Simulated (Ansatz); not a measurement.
# CdC2 (built on the sites of a database entry of MgC2): following an unstable mode

Aim: this structure of CdC2 (built on the sites of a database entry of MgC2) is to be tested for unstable modes, and one is followed downhill.

Calculated with Ansatz 0.2.0; DFT PBE, scalar-relativistic, plane waves, norm-conserving pseudopotentials.

The structure was built from a prototype and need not be the compound's stable phase.

## (1) The starting structure

Symmetry: P4_2/mnm, No. 136, tetragonal system. Conventional cell: a = 3.965 Å, b = 3.965 Å, c = 5.913 Å, α = 90.00°, β = 90.00°, γ = 90.00°. Nearest to Cd lie 2 C at 2.18 Å. Nearest to C lie 1 C at 1.25 Å and 1 Cd at 2.18 Å. Farther neighbours are not listed.

## (2) The dispersion

The cell comes from relaxations at this level that are not shown. Stability and thermal properties need the whole zone. Linear response on a 2×2×2 q mesh gives force constants as far as a supercell of that size would, and the tensors from the zone-centre run are typed in so that the long-range dipole term is interpolated apart.

input.yaml reads:

```yaml
crystal:
  lattice:
    - [3.9651099776, 0.0, 0.0]
    - [0.0, 3.9651099776, 0.0]
    - [0.0, 0.0, 5.9125324408]
  atoms:
    - { symbol: Cd, position: [0.5, 0.5, 0.0] }
    - { symbol: Cd, position: [0.0, 0.0, 0.5] }
    - { symbol: C, position: [0.8884665355, 0.8884665355, 0.0] }
    - { symbol: C, position: [0.6115334645, 0.3884665355, 0.5] }
    - { symbol: C, position: [0.1115334645, 0.1115334645, 0.0] }
    - { symbol: C, position: [0.3884665355, 0.6115334645, 0.5] }
kpoints:
  mp_grid: { grid: [8, 8, 4] }
hamiltonian:
  xc: pbe
  pseudopotentials: { kind: nc }
scf:
  occupations: { method: fixed }
output:
  eigenvalues: true
phonons:
  method: dfpt
  qmesh: [2, 2, 2]
  temperatures: { t_max: 1000, t_step: 50 }
  qpath:
    path:
      - [[0.0, 0.0, 0.0], [0.0, 0.5, 0.0], [0.5, 0.5, 0.0], [0.0, 0.0, 0.0], [0.0, 0.0, 0.5], [0.0, 0.5, 0.5], [0.5, 0.5, 0.5], [0.0, 0.0, 0.5]]
      - [[0.0, 0.5, 0.0], [0.0, 0.5, 0.5]]
      - [[0.5, 0.5, 0.0], [0.5, 0.5, 0.5]]
    npoints: 10
  non_analytic_term:
    high_frequency_dielectric_tensor: [[5.1272, 0.0, 0.0], [0.0, 5.1272, 0.0], [0.0, 0.0, 4.2171]]
    born_effective_charges:
      - { species: Cd, tensor: [[2.3804, -0.2215, 0.0], [-0.2215, 2.3804, 0.0], [0.0, 0.0, 2.3428]] }
      - { species: Cd, tensor: [[2.3804, 0.2215, 0.0], [0.2215, 2.3804, 0.0], [0.0, 0.0, 2.3428]] }
      - { species: C, tensor: [[-1.1902, 0.1581, 0.0], [0.1581, -1.1902, 0.0], [0.0, 0.0, -1.1714]] }
      - { species: C, tensor: [[-1.1902, -0.1581, 0.0], [-0.1581, -1.1902, 0.0], [0.0, 0.0, -1.1714]] }
      - { species: C, tensor: [[-1.1902, 0.1581, 0.0], [0.1581, -1.1902, 0.0], [0.0, 0.0, -1.1714]] }
      - { species: C, tensor: [[-1.1902, -0.1581, 0.0], [-0.1581, -1.1902, 0.0], [0.0, 0.0, -1.1714]] }
    source: "zone-centre run at this cell"
```

The run is started by

```bash
ansatz run input.yaml --threads 8 --pin off --max-ram 14336MiB --backend cpu --events-out ev --progress --plain --runs-dir out
```

Numbers of over 12 decimals in the logs are rounded to 6 here.

The log of the run:

```text
Warning: phonons: the dynamical matrix that this run interpolates holds no multipole term above the dipole-dipole one, and a site of this crystal is no centre of inversion, so its interpolated transverse optical and acoustic branches and sound speeds can stay off near Gamma, and the density of states and the thermodynamics with them. What a run solves at a wave vector of phonons.qpoints, Gamma apart, where the deck admits one, is free of this, and under fd what a larger phonons.supercell samples
Engine: ansatz 0.2.0, x86_64-unknown-linux-gnu
Pseudopotentials: kind: nc
Pseudopotential: Cd, nc, valence charge 20, recommended cutoff 1071 eV (normal), Cd.nc.azcp
Pseudopotential: C, nc, valence charge 4, recommended cutoff 1115.666836 eV (normal), C.nc.azcp
Functional definition: PBE
  parameter kappa = 0.804
  parameter beta = 0.066725
  exchange = pbe_x(kappa = kappa, mu = beta*pi^2/3)
  correlation = pbe_c(beta = beta)
Crystal: 6 atoms, lattice volume = 92.957 Å³
Basis set: ecut = 1115.666836 eV, 7829 PW (Γ), exchange–correlation on 96×96×144 points (8 copies of the dense FFT grid, shifted against one another)
Bands: 34, of which v1, the nominal top of the filled ones, is band 28 counted from 1 (27 counted from 0)
Symmetry: 16 space group operations
k-points: 45 of 256
Non-local potential: Cd, projectors of the file, l = 0: 2, l = 1: 2, l = 2: 2, l = 3: 1
Non-local potential: C, projectors of the file, l = 0: 2, l = 1: 2
Initial density: superposition of atomic densities (chi_scale 0.1, normalization cell, long waves kept (reshape's long-wave potential 0.00 eV rms))
Initial wavefunctions: pseudopotential atomic-orbital guess
Functional: x = pbe(κ = 0.804, μ = 0.219515), c = pbe(β = 0.066725)
SCF iter   1: F=—  HF=-10187.797289 eV  |F-HF|=—  |Δ(HF+E_count)|=         —  Δρ=9.88e-2  dr2=9.43e0  ethr=3.10e-3  ⟨swp⟩=5.0  Hψ=5964  notcnv=0  defer=156
preconditioner: auto → Resta (q_TF=auto, 2.507 Å⁻¹)  ε∞=6.0  [insulator: Δε(μ)=4.098 eV  Ē_g=10.878 eV  n_scr=28 (ndim 8)  ℏωp=24.4 eV  f_vac=0.000  ε∞_Penn≈6.0]
SCF iter   2: F=—  HF=-10184.983014 eV  |F-HF|=—  |Δ(HF+E_count)|=    2.81e0  Δρ=4.38e-2  dr2=1.68e0  ethr=3.10e-3  ⟨swp⟩=3.0  Hψ=3148  notcnv=0  defer=106
SCF iter   3: F=—  HF=-10184.446895 eV  |F-HF|=—  |Δ(HF+E_count)|=   5.36e-1  Δρ=8.04e-3  dr2=3.44e-2  ethr=2.99e-3  ⟨swp⟩=3.0  Hψ=3027  notcnv=0  defer=150
SCF iter   4: F=—  HF=-10184.452573 eV  |F-HF|=—  |Δ(HF+E_count)|=   5.68e-3  Δρ=1.67e-3  dr2=3.78e-3  ethr=6.15e-5  ⟨swp⟩=3.1  Hψ=2172  notcnv=0  defer=180
SCF iter   5: F=—  HF=-10184.453398 eV  |F-HF|=—  |Δ(HF+E_count)|=   8.24e-4  Δρ=4.85e-4  dr2=1.52e-4  ethr=6.75e-6  ⟨swp⟩=3.0  Hψ=2560  notcnv=0  defer=180
SCF iter   6: F=—  HF=-10184.453591 eV  |F-HF|=—  |Δ(HF+E_count)|=   1.94e-4  Δρ=1.75e-4  dr2=1.82e-5  ethr=2.71e-7  ⟨swp⟩=2.2  Hψ=2781  notcnv=0  defer=180
SCF iter   7: F=—  HF=-10184.453601 eV  |F-HF|=—  |Δ(HF+E_count)|=   9.45e-6  Δρ=4.75e-5  dr2=1.39e-6  ethr=3.26e-8  ⟨swp⟩=2.0  Hψ=2656  notcnv=0  defer=172
SCF iter   8: F=—  HF=-10184.453606 eV  |F-HF|=—  |Δ(HF+E_count)|=   5.64e-6  Δρ=8.82e-6  dr2=8.98e-8  ethr=2.49e-9  ⟨swp⟩=2.6  Hψ=2951  notcnv=0  defer=153
SCF iter   9: F=—  HF=-10184.453607 eV  |F-HF|=—  |Δ(HF+E_count)|=   6.09e-8  Δρ=1.35e-6  dr2=9.92e-10  ethr=1.60e-10  ⟨swp⟩=2.2  Hψ=2312  notcnv=0  defer=153
SCF iter  10: F=—  HF=-10184.453607 eV  |F-HF|=—  |Δ(HF+E_count)|=  8.86e-10  Δρ=2.44e-7  dr2=4.99e-11  ethr=1.77e-12  ⟨swp⟩=3.3  Hψ=3014  notcnv=0  defer=153
SCF iter  11: F=-10184.453607 eV  HF=-10184.453607 eV  |F-HF|=3.64e-12  |Δ(HF+E_count)|=  2.36e-11  Δρ=4.48e-8  dr2=1.86e-12  ethr=1.00e-12  ⟨swp⟩=17.3  Hψ=11550  notcnv=0
SCF 1 converged in 11 iterations: F = -10184.453607 eV  dr2 = 1.86e-12
NSCF: frozen V_eff on 45 k-points
NSCF: frozen V_eff on 102 k-points
DFPT response loops at q = (0, 0, 0) (fractional): preconditioner auto → Resta (q_TF=auto, 2.507 Å⁻¹)  ε∞=4.4 (no band partly filled); β = 1.00, the filter's whole step (`scf.mixing.beta` (0.50) is not read by the response loops at its default; to damp them type it under 1.00, their step now; it binds the ground state too); Broyden in place of MSR1
NSCF: frozen V_eff on 204 k-points
DFPT response loops at q = (0, 0, -0.5) (fractional): mixed as the last ones told, above
NSCF: frozen V_eff on 204 k-points
DFPT response loops at q = (0, -0.5, 0) (fractional): mixed as the last ones told, above
NSCF: frozen V_eff on 204 k-points
DFPT response loops at q = (0, -0.5, -0.5) (fractional): mixed as the last ones told, above
NSCF: frozen V_eff on 204 k-points
DFPT response loops at q = (-0.5, -0.5, 0) (fractional): mixed as the last ones told, above
NSCF: frozen V_eff on 204 k-points
DFPT response loops at q = (-0.5, -0.5, -0.5) (fractional): mixed as the last ones told, above
SCF converged after 11 iterations
Free energy (F): -10184.453607 eV
Harris-Foulkes:  -10184.453607 eV  (|F-HF|=3.64e-12)
Internal energy: -10184.453607 eV  (E = F + TS)
E sigma→0 (E₀):  -10184.453607 eV
Fermi energy:    7.147603 eV
--- Per-component energies (eV) ---
  E_band       = -987.850937
  E_kinetic    = 3691.880876
  E_local      = -10236.192598  (includes V_loc(G=0)·N_el)
  E_nonlocal   = 338.508956
  E_hartree    = 3305.174137
  E_xc         = -1546.631604
  E_vxc        = -1392.396442  (∫ρ·V_xc dr)
  E_ewald      = -5737.193374
  E_smearing   = -0.000000  (= −TS)
  E_closure    = -0.000000  (closes the sum)
  Σ components = -10184.453607   (vs F -10184.453607, Δ=0.00e0)
--- Band table (eV; the first three rows and the last of 45) ---
  k-point 0: bands = [... 24 lower, 4.6241, 5.8157, 5.8157, 5.9844, 10.7764, 11.9425, 13.0396, 13.0396, ... 2 higher]
  k-point 1: bands = [... 24 lower, 5.3487, 5.7957, 5.7957, 6.2257, 10.9057, 11.7130, 12.8846, 12.8846, ... 2 higher]
  k-point 2: bands = [... 24 lower, 5.7747, 5.7747, 6.2061, 6.2061, 11.2628, 11.2628, 12.7505, 12.7505, ... 2 higher]
  k-point 44: bands = [... 24 lower, 4.1777, 4.1777, 6.7827, 6.7827, 11.8799, 11.8799, 12.0157, 12.0157, ... 2 higher]
--- Phonons (Γ-DFPT): 4 representative perturbations + reference (Σ response iterations 13) ---
  ASR residual: 5.957e-5 → 0.000e0 eV/Å²; symmetrization residual: 3.660e-6 eV/Å²
  ASR residual per site (eV/Å²): 5.96e-5 5.96e-5 8.85e-6 8.85e-6 8.85e-6 8.85e-6
  Γ frequencies (cm⁻¹): -79.60 -79.60 -64.06 0.00 0.00 0.00 45.48 60.92 60.92 252.69 252.69 286.65 366.25 373.46 453.54 453.54 1946.97 1948.06
--- Phonons (arbitrary-q DFPT): 6 irreducible q on the 2×2×2 mesh ---
  q = [0.0000, 0.0000, 0.0000] (star 1, of the zone-centre solve; hermiticity 1.62e-7, symmetrization 3.77e-15): -79.60 -79.60 -64.06 -0.00 -0.00 0.00 45.48 60.92 60.92 252.69 252.69 286.65 366.25 373.46 453.54 453.54 1946.97 1948.06
  q = [0.0000, 0.0000, -0.5000] (star 1, 4 solved perturbations in 330 linear systems a pass and spin channel, the states on 102 of 256 k-point pairs; hermiticity 4.32e-8, symmetrization 6.61e-13, the responses' own estimated error 5.0e-5 eV/Å²): -82.70 -82.70 31.75 31.75 41.46 41.46 55.41 55.41 254.45 254.45 270.65 270.65 369.80 369.80 454.10 454.10 1947.50 1947.50
  q = [0.0000, -0.5000, 0.0000] (star 2, 6 solved perturbations on 102 of 256 k-point pairs; hermiticity 6.63e-8, symmetrization 1.38e-13, the responses' own estimated error 4.8e-5 eV/Å²): -12.64 -12.64 61.69 61.69 131.75 131.75 194.44 194.44 227.10 227.10 287.94 287.94 341.66 341.66 418.56 418.56 1948.83 1948.83
  q = [0.0000, -0.5000, -0.5000] (star 2, 6 solved perturbations on 102 of 256 k-point pairs; hermiticity 7.73e-8, symmetrization 4.60e-14, the responses' own estimated error 4.8e-5 eV/Å²): 21.32 21.32 71.24 71.24 170.69 170.69 194.04 194.04 226.81 226.81 278.49 278.49 342.92 342.92 418.42 418.42 1948.70 1948.70
  q = [-0.5000, -0.5000, 0.0000] (star 1, 4 solved perturbations in 330 linear systems a pass and spin channel, the states on 102 of 256 k-point pairs; hermiticity 7.36e-8, symmetrization 1.56e-13, the responses' own estimated error 3.0e-5 eV/Å²): -22.53 -22.53 43.77 43.77 77.44 77.44 166.33 166.33 269.00 269.00 289.56 289.56 331.60 331.60 473.91 473.91 1944.81 1944.81
  q = [-0.5000, -0.5000, -0.5000] (star 1, 4 solved perturbations in 330 linear systems a pass and spin channel, the states on 102 of 256 k-point pairs; hermiticity 5.57e-8, symmetrization 8.28e-14, the responses' own estimated error 4.7e-5 eV/Å²): 47.10 47.10 54.51 54.51 77.36 77.36 185.83 185.83 260.01 260.01 289.61 289.61 338.31 338.31 474.21 474.21 1944.56 1944.56
  sum rule: each row above includes the acoustic sum rule's correction from the zone centre's row sums; it moved no ω² by more than (0.59 cm⁻¹)²
  mesh force constants: q→R imaginary residual 3.43e-18; ASR residual 5.957e-5 → 0.000e0 eV/Å²; symmetrization residual 4.974e-14 eV/Å²
  interpolated dispersion: 94 rows × 18 modes
  density of states and harmonic sums: on the 16×16×12 q-mesh, interpolated from the force constants of a 2×2×2 supercell (with the dipole–dipole term of supplied tensors)
  largest difference from the sums on the solved wave vectors: F 1.64e-1 eV, S 2.30e-4 and C_V 6.59e-5 eV/K
  zero-point energy: 0.445515 eV/cell   skipped modes (ω ≤ 0): 324, of them read as no rigid motion or as one in doubt: 321 (9.840e-1 modes/cell left out, lowest -82.70 cm⁻¹)   left out of the sums: 5.47e-2 of the cell's modes: C_V's classical limit lies that fraction below 3 k_B per atom; for a crystal, a wire or a layer, F and S can be off by more, and a phonons.interpolated_qmesh denser along its periods is the remedy for the sampling
```

Run time: 3.1 min. Hardware: 8 threads of Intel Xeon 6975P-C (Granite Rapids), shared host; peak memory 3.2 GiB; 24 min of CPU time.

Reading the cycles: dr2 is the Hartree energy of the density residual (eV), the measure of convergence; HF is the Harris–Foulkes estimate of the energy, which meets the free energy F at convergence.

This step gave:

| Item | Value |
| --- | --- |
| gap on the k-mesh | 3.096 eV |
| volume per atom | 15.49 Å³ |
| sum-rule residual before enforcement | 5.96e-5 eV/Å² |
| lowest frequency on the path | -82.70 cm⁻¹ |
| point group | 4/mmm |
| highest frequency on the path or at a solved wavevector | 1950 cm⁻¹ |
| highest optical mode at the zone centre (no LO-TO term) | 1948 cm⁻¹ |
| lowest optical zone-centre mode | -79.6 cm⁻¹ |
| lowest mode on the q mesh (acoustic modes at Γ apart) | -82.7 cm⁻¹ |

Frequencies (cm⁻¹) solved at each irreducible wavevector; negative means imaginary. Frequencies by wavevector, by row:

```
q in reciprocal lattice units  star  mode 1  mode 2  mode 3  mode 4  mode 16  mode 17  mode 18
                        0 0 0     1   -79.6   -79.6   -64.1       0    453.5     1947     1948
                     0 0 -0.5     1   -82.7   -82.7    31.8    31.8    454.1     1948     1948
                     0 -0.5 0     2   -12.6   -12.6    61.7    61.7    418.6     1949     1949
                  0 -0.5 -0.5     2    21.3    21.3    71.2    71.2    418.4     1949     1949
                  -0.5 -0.5 0     1   -22.5   -22.5    43.8    43.8    473.9     1945     1945
               -0.5 -0.5 -0.5     1    47.1    47.1    54.5    54.5    474.2     1945     1945
```

Interpolated from a 2×2×2 q mesh, rough between the solved points, with the LO-TO term (at Γ the limit along the path; where Γ stands inside the path, tables give the limit on arrival). Phonon branches along the path, in cm⁻¹:

```
    point  branch 1  branch 2  branch 3  branch 4  branch 15  branch 16  branch 17  branch 18
        Γ       -80       -64         0         0        454        481       1947       1948
  halfway       -38        32        35        47        436        456       1948       1948
        X       -13       -13        62        62        419        419       1949       1949
  halfway       -19       -19        54        54        446        446       1947       1947
        M       -22       -22        44        44        474        474       1945       1945
  halfway       -34        26        28        53        416        464       1945       1950
        Γ       -80       -64         0         0        454        481       1947       1948
  halfway       -81       -81        18        18        454        454       1947       1948
        Z       -83       -83        32        32        454        454       1948       1948
  halfway       -27       -27        54        54        442        442       1948       1948
        R        21        21        71        71        418        418       1949       1949
  halfway        32        32        64        64        446        446       1947       1947
        A        47        47        54        54        474        474       1945       1945
  halfway       -23        38        50        53        415        463       1945       1950
        Z       -83       -83        32        32        454        454       1948       1948
jump to X       -13       -13        62        62        419        419       1949       1949
  halfway        14        14        67        67        418        418       1949       1949
        R        21        21        71        71        418        418       1949       1949
jump to M       -22       -22        44        44        474        474       1945       1945
  halfway        36        36        46        46        474        474       1945       1945
        A        47        47        54        54        474        474       1945       1945
```

Symmetry leaves 6 wavevectors to solve. The lowest mode among them, the acoustic zeros apart, lies at q = (0, 0, -0.5) and is imaginary, 82.7i cm⁻¹, so the energy falls along it.

## (3) The mode frozen in, largest atomic shift 0 Å

The mode followed lies at Γ with frequency 64.1i cm⁻¹, one of the unstable modes though not the softest. At small amplitude the distorted cell has space group no. 102 by a symmetry search on the positions. The undistorted cell that holds it gives the zero of energy on the same k mesh.

input.yaml, the sections that differ from step 2:

```yaml
scf:
  occupations: { method: gaussian, width: 0.02 }
output:
  forces: true
  stress: true
  eigenvalues: true
# crystal, kpoints, hamiltonian: as in step 2
# phonons: removed
```

The log of the run:

```text
[...]
Crystal: 6 atoms, lattice volume = 92.957 Å³
Basis set: ecut = 1115.666836 eV, 7829 PW (Γ), exchange–correlation on 90×90×144 points (8 copies of the dense FFT grid, shifted against one another)
Bands: 34, of which v1, the nominal top of the filled ones, is band 28 counted from 1 (27 counted from 0)
Symmetry: 16 space group operations
[...]
k-points: 45 of 256
[...]
k-point 0: bands = [... 24 lower, 4.6241, 5.8157, 5.8157, 5.9845, 10.7764, 11.9426, 13.0397, 13.0397, ... 1 higher]
  k-point 1: bands = [... 24 lower, 5.3487, 5.7957, 5.7957, 6.2258, 10.9057, 11.7131, 12.8847, 12.8847, ... 1 higher]
  k-point 2: bands = [... 24 lower, 5.7748, 5.7748, 6.2062, 6.2062, 11.2629, 11.2629, 12.7506, 12.7506, ... 1 higher]
  k-point 44: bands = [... 24 lower, 4.1778, 4.1778, 6.7827, 6.7827, 11.8799, 11.8799, 12.0158, 12.0158, ... 1 higher]
[key lines of the parts left out:]
SCF converged after 8 iterations
Free energy (F): -10184.453606 eV
Fermi energy:    8.695729 eV
P = ⅓ Tr σ = 0.0002 GPa (0.002 kbar)
```

Wall time 2 s (8 threads); peak memory 1 GiB; 15 s of CPU time.

Numbers from this step:

```yaml
pressure: 2.50e-4 GPa
energy_from_the_undistorted_cell: 0 meV/atom
```

At this level the gap is 3.10 eV on the k-mesh of the self-consistent run, which can miss the band edges.

## (4) The mode frozen in, largest atomic shift 0.32 Å

The atoms are moved along the unstable eigenvector, the largest shift by 0.32 Å, with the cell fixed.

input.yaml, the sections that differ from step 3:

```yaml
crystal:
  lattice:
    - [3.9651099776, 0.0, 0.0]
    - [0.0, 3.9651099776, 0.0]
    - [0.0, 0.0, 5.9125324408]
  atoms:
    - { symbol: Cd, position: [0.5, 0.5, -0.011565521] }
    - { symbol: Cd, position: [0.0, 0.0, 0.488434479] }
    - { symbol: C, position: [0.8884665355, 0.8884665355, 0.0541223246] }
    - { symbol: C, position: [0.6115334645, 0.3884665355, 0.5541223246] }
    - { symbol: C, position: [0.1115334645, 0.1115334645, 0.0541223246] }
    - { symbol: C, position: [0.3884665355, 0.6115334645, 0.5541223246] }
# kpoints, hamiltonian, scf, output: as in step 3
```

The log of the run:

```text
[...]
Crystal: 6 atoms, lattice volume = 92.957 Å³
Basis set: ecut = 1115.666836 eV, 7829 PW (Γ), exchange–correlation on 90×90×144 points (8 copies of the dense FFT grid, shifted against one another)
Bands: 34, of which v1, the nominal top of the filled ones, is band 28 counted from 1 (27 counted from 0)
Symmetry: 8 space group operations
[...]
k-point 0: bands = [... 24 lower, 4.6783, 5.8550, 5.8550, 6.0856, 10.7393, 11.8218, 12.6923, 12.6923, ... 1 higher]
  k-point 1: bands = [... 24 lower, 5.2797, 5.8210, 5.8210, 6.2544, 10.8607, 11.6119, 12.5748, 12.5748, ... 1 higher]
  k-point 2: bands = [... 24 lower, 5.7852, 5.7852, 6.1222, 6.1222, 11.1949, 11.1949, 12.4700, 12.4700, ... 1 higher]
  k-point 44: bands = [... 24 lower, 3.9672, 4.2848, 6.4930, 6.9008, 11.5716, 11.5716, 11.8318, 12.2336, ... 1 higher]
[key lines of the parts left out:]
SCF converged after 8 iterations
Free energy (F): -10184.468993 eV
Fermi energy:    8.692159 eV
P = ⅓ Tr σ = -0.1212 GPa (-1.212 kbar)
```

It took 2.9 s on 8 threads; peak memory 0.98 GiB.

This step gave:

```
pressure                         : -0.1212 GPa
gap on the k-mesh                : 3.314 eV
energy from the undistorted cell : -2.564 meV/atom
```

The energy, extrapolated to zero smearing, is -2.56 meV/atom against the undistorted cell.

The run ends at a pressure of -0.12 GPa, with forces up to 0.34 eV/Å.

## (5) Energy along the mode, all amplitudes (two of the runs are shown above)

An imaginary frequency means negative curvature, so the energy should fall and then rise again as anharmonic terms take over.

Numbers from this step:

* depth at the lowest point sampled: 2.564 meV/atom
* largest atomic shift at that point: 0.32 Å

Energy from the parent against largest atomic shift:

```
largest atomic shift (Å)  energy from the parent (meV/atom)
                   0.000                                  0
                   0.040                             -0.116
                   0.080                             -0.453
                   0.140                              -1.28
                   0.220                              -2.53
                   0.320                              -2.56
                   0.450                               7.11
```

Displacement at unit largest shift by atom:

```
atom  x (Å)  y (Å)  z (Å)  size
 Cd1   0.00   0.00  -0.21  0.21
 Cd2   0.00   0.00  -0.21  0.21
  C3   0.00   0.00   1.00  1.00
  C4   0.00   0.00   1.00  1.00
  C5   0.00   0.00   1.00  1.00
  C6   0.00   0.00   1.00  1.00
```

The lowest of the steps tried is at 0.32 Å, 2.56 meV/atom below the parent; the bottom of the well need not coincide with a step.

[end of part 1 of 3]

[Logs are printed without paths, hosts, clocks, repeated set-up lines and the standing remarks that a program may print on its own settings, such as how far it seeks lower states.]

[Hosts, paths, dates, database ids (printed as entryN), source tags and the programs' standing remarks are cut or masked in the printed files.]
